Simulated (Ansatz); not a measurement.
# Work function of Be(0001): what the settings cost and change, part 2 of 2

Aim: the work function of Be(0001) across levels of theory at one geometry.

Ansatz 0.2.0; plane-wave DFT, PBE, Ansatz PAW (the session's first sound run).

So far, work function, upper face (eV): step 2 (run, setting PBE, Ansatz PAW (420 eV)) 5.32; step 5 (RPBE) 5.24; step 6 (r2SCAN) 5.39; step 7 (PBE JTH) 5.32; step 8 (PBE norm-conserving) 5.32.

### 9. Run

This step: plane-wave DFT, LDA, norm-conserving (Ansatz 0.2.0).

input.yaml

```yaml
crystal:
  lattice:
    - [2.29, 0.0, 0.0]
    - [1.145, 1.9831981747, 0.0]
    - [0.0, 0.0, 28.76529]
  atoms:
    - { symbol: Be, position: [0.0, 0.0, 0.3128770821] }
    - { symbol: Be, position: [0.6666666667, 0.6666666667, 0.375251388] }
    - { symbol: Be, position: [0.0, 0.0, 0.437625694] }
    - { symbol: Be, position: [0.6666666667, 0.6666666667, 0.5] }
    - { symbol: Be, position: [0.0, 0.0, 0.562374306] }
    - { symbol: Be, position: [0.6666666667, 0.6666666667, 0.624748612] }
    - { symbol: Be, position: [0.0, 0.0, 0.6871229179] }
kpoints:
  mp_grid: { grid: [20, 20, 1] }
hamiltonian:
  xc: lda
  pseudopotentials: { kind: nc }
scf:
  occupations: { method: fermi_dirac, width: 0.1 }
  convergence: { dr2_threshold: 1.0e-09 }
efield:
  axis: 3
  dipole_correction: true
  ramp_position: 0.97
  ramp_width: 0.06
output:
  write_potential: true
  write_density: true
  volumetric_format: npy
```

Launch:

```console
$ ansatz run input.yaml --threads 2 --pin off --max-ram 3072MiB --backend cpu --events-out ev --progress --plain --runs-dir out
```

Numbers of over 12 decimals in the logs are rounded to 6 here.

Log:

```text
[...]
Crystal: 7 atoms, lattice volume = 130.638 Å³
Basis set: ecut = 1197.300995 eV, 12403 PW (Γ)
Bands: 21, of which v1, the nominal top of the filled ones, is band 14 counted from 1 (13 counted from 0)
Symmetry: 6 space group operations
k-points: 44 of 400 (time reversal used)
[...]
k-point 1: bands = [... 10 lower, -7.5845, -6.2393, -4.7466, -2.1873, -1.8949, 3.0651, 4.7271, 5.4427, ... 3 higher]
  k-point 2: bands = [... 10 lower, -7.3702, -6.0191, -4.5106, -1.9581, -1.6401, 3.1632, 4.9127, 5.6980, ... 3 higher]
  k-point 43: bands = [... 10 lower, -0.6054, -0.6023, 0.1349, 0.1918, 0.3527, 1.0092, 1.3399, 1.8625, ... 3 higher]
[key lines of the parts left out:]
SCF converged after 9 iterations
Free energy (F): -2633.053566 eV
Fermi energy:    0.384354 eV
Dipole field:    D = -0.000000 V/Å  (p = -0.000000 e·Å, saw-weighted, corrected)
Work function:   Φ+ = 5.4996 eV   Φ− = 5.4996 eV
```

It took 90 s on 2 threads of Arm Neoverse N1, shared host; peak memory 0.86 GiB.

The work function is 5.500 eV, +0.180 eV from the run “PBE, Ansatz PAW (420 eV)”, at 5.7 times its CPU time.

### 10. Slab, setting PBE, all layers relaxed

This step: plane-wave DFT, PBE, Ansatz PAW (Ansatz 0.2.0).

Edit input.yaml of step 9 so:

```diff
@@ -16,4 +16,3 @@
 hamiltonian:
-  xc: lda
-  pseudopotentials: { kind: nc }
+  xc: pbe
 scf:
@@ -26,2 +25,5 @@
   ramp_width: 0.06
+relax:
+  f_tol: 0.01
+  max_steps: 40
 output:
```

Log:

```text
[...]
Crystal: 7 atoms, lattice volume = 130.638 Å³
Basis set: ecut = 420 eV, 2521 PW (Γ), exchange–correlation on 32×32×400 points (8 copies of the dense FFT grid, shifted against one another)
Bands: 14, of which v1, the nominal top of the filled ones, is band 7 counted from 1 (6 counted from 0)
Symmetry: 6 space group operations
[...]
atoms:
    - { symbol: Be, position: [0, 0, 0.311522] }
    - { symbol: Be, position: [0.666667, 0.666667, 0.375045] }
    - { symbol: Be, position: [0, 0, 0.437623] }
    - { symbol: Be, position: [0.666667, 0.666667, 0.500000] }
    - { symbol: Be, position: [0, 0, 0.562377] }
    - { symbol: Be, position: [0.666667, 0.666667, 0.624955] }
    - { symbol: Be, position: [0, 0, 0.688478] }
[key lines of the parts left out:]
SCF converged after 7 iterations
Free energy (F): -648.326644 eV
Fermi energy:    0.291873 eV
Dipole field:    D = -0.000000 V/Å  (p = -0.000000 e·Å, saw-weighted, corrected)
Work function:   Φ+ = 5.3144 eV   Φ− = 5.3144 eV
```

Elapsed: 33 s, on 2 threads; peak memory 0.37 GiB.

The relaxation took 3 steps and lowered the energy by 0.0039 eV; the largest force on the free atoms ends at 0.0017 eV/Å.

The work function is 5.314 eV, -0.005 eV from the run “PBE, Ansatz PAW (420 eV)”, at 1.8 times its CPU time.

### 11. The series together

Times are for 2 threads of Arm Neoverse N1, shared host. Results by setting:

```csv
no.,setting,"work function, upper face (eV)",time,memory (GiB)
1,"PBE, Ansatz PAW (420 eV)",5.319,17 s,0.37
2,"LDA, Ansatz PAW (420 eV)",5.498,17 s,0.36
3,"PBEsol, Ansatz PAW (420 eV)",5.376,17 s,0.36
4,"RPBE, Ansatz PAW (420 eV)",5.236,18 s,0.36
5,"r2SCAN, Ansatz PAW (500 eV)",5.387,48 s,0.57
6,"PBE, JTH PAW (1080 eV)",5.317,70 s,1
7,"PBE, norm-conserving (1800 eV)",5.319,2.6 min,1.4
8,"LDA, norm-conserving (1197 eV)",5.500,90 s,0.86
9,"PBE, all layers relaxed",5.314,33 s,0.37
```

### 12. The same run with other settings

An input spoilt on purpose, to show how the run answers: it repeats the earlier run “PBE, Ansatz PAW (420 eV)” with efield.ramp_position from 0.97 to 0.475, and scf.max_iter set to 80; its output block differs too.

Edit input.yaml of step 10 so:

```diff
@@ -20,2 +20,3 @@
   convergence: { dr2_threshold: 1.0e-09 }
+  max_iter: 80
 efield:
@@ -23,7 +24,4 @@
   dipole_correction: true
-  ramp_position: 0.97
+  ramp_position: 0.475
   ramp_width: 0.06
-relax:
-  f_tol: 0.01
-  max_steps: 40
 output:
```

Log:

```text
Engine: ansatz 0.2.0, aarch64-unknown-linux-gnu
Pseudopotentials: kind: paw
Pseudopotential: Be, paw, valence charge 2, recommended cutoff 420 eV (normal), Be.paw.azcp
Functional definition: PBE
  parameter kappa = 0.804
  parameter beta = 0.066725
  exchange = pbe_x(kappa = kappa, mu = beta*pi^2/3)
  correlation = pbe_c(beta = beta)
Crystal: 7 atoms, lattice volume = 130.638 Å³
Basis set: ecut = 420 eV, 2521 PW (Γ)
Bands: 14, of which v1, the nominal top of the filled ones, is band 7 counted from 1 (6 counted from 0)
Symmetry: 6 space group operations
k-points: 44 of 400 (time reversal used)
Non-local potential: Be, projectors of the file, l = 0: 2, l = 1: 2, l = 2: 1
PAW form: soft (Blöchl's): semilocal exchange-correlation on the pseudo side does not see the compensation charge
PAW one-centre angular grid: Be, 110 points (default); XC on 64 Gauss nodes
Initial density: superposition of atomic densities (neutral atoms: chi_scale 0, normalization atom), corrected by the library's trained network
Initial wavefunctions: pseudopotential atomic-orbital guess
Functional: x = pbe(κ = 0.804, μ = 0.219515), c = pbe(β = 0.066725)
Error: efield: ion 3 (Be) at fractional coordinate 0.5000 along the field axis lies inside the sawtooth ramp with 2 of the planes that the density is read on at each end, [0.4650, 0.5450] — the ramp must sit in vacuum (an ion there feels the fictitious reversed slope); set or move the ramp (efield.ramp_position / ramp_width) or move the geometry
```

Run time: 0.35 s. Hardware: 2 threads; peak memory 0.21 GiB.

The input was rejected at the start.

The program's message: “Error: efield: ion 3 (Be) at fractional coordinate 0.5000 along the field axis lies inside the sawtooth ramp with 2 of the planes that the density is read on at each end, [0.4650, 0.5450] — the ramp m …”

The fault put into the input: the ramp among the atoms.

### 13. Summary of results

| Property | Result |
| --- | --- |
| work function, PBE, Ansatz PAW (420 eV) | 5.319 eV |
| work function, LDA, Ansatz PAW (420 eV) | 5.498 eV |
| work function, RPBE, Ansatz PAW (420 eV) | 5.236 eV |
| work function, r2SCAN, Ansatz PAW (500 eV) | 5.387 eV |
| work function, LDA, norm-conserving (1197 eV) | 5.500 eV |
| work function, PBE, all layers relaxed | 5.314 eV |

**Reading.** PBE on the default files gives 5.32 eV, and the settings tried spread the value from 5.24 to 5.50 eV. At one geometry LDA lies 0.18 eV above PBE. The choice of pseudopotentials moves the PBE value by 0.002 eV. Relaxing the layers changes it by -0.005 eV. The ladder's slabs use the tabulated experimental lattice constant (two decimals; a low-temperature value for the alkali metals).

[Logs are printed without paths, hosts, clocks, repeated set-up lines and the standing remarks that a program may print on its own settings, such as how far it seeks lower states.]

[Hosts, paths, dates, database ids (printed as entryN), source tags and the programs' standing remarks are cut or masked in the printed files.]

[Maps of the electrostatic potential energy from Ansatz leave out the sawtooth potential of an applied field or a dipole correction, so their vacuum need not be flat; planar profiles and work functions include it.]
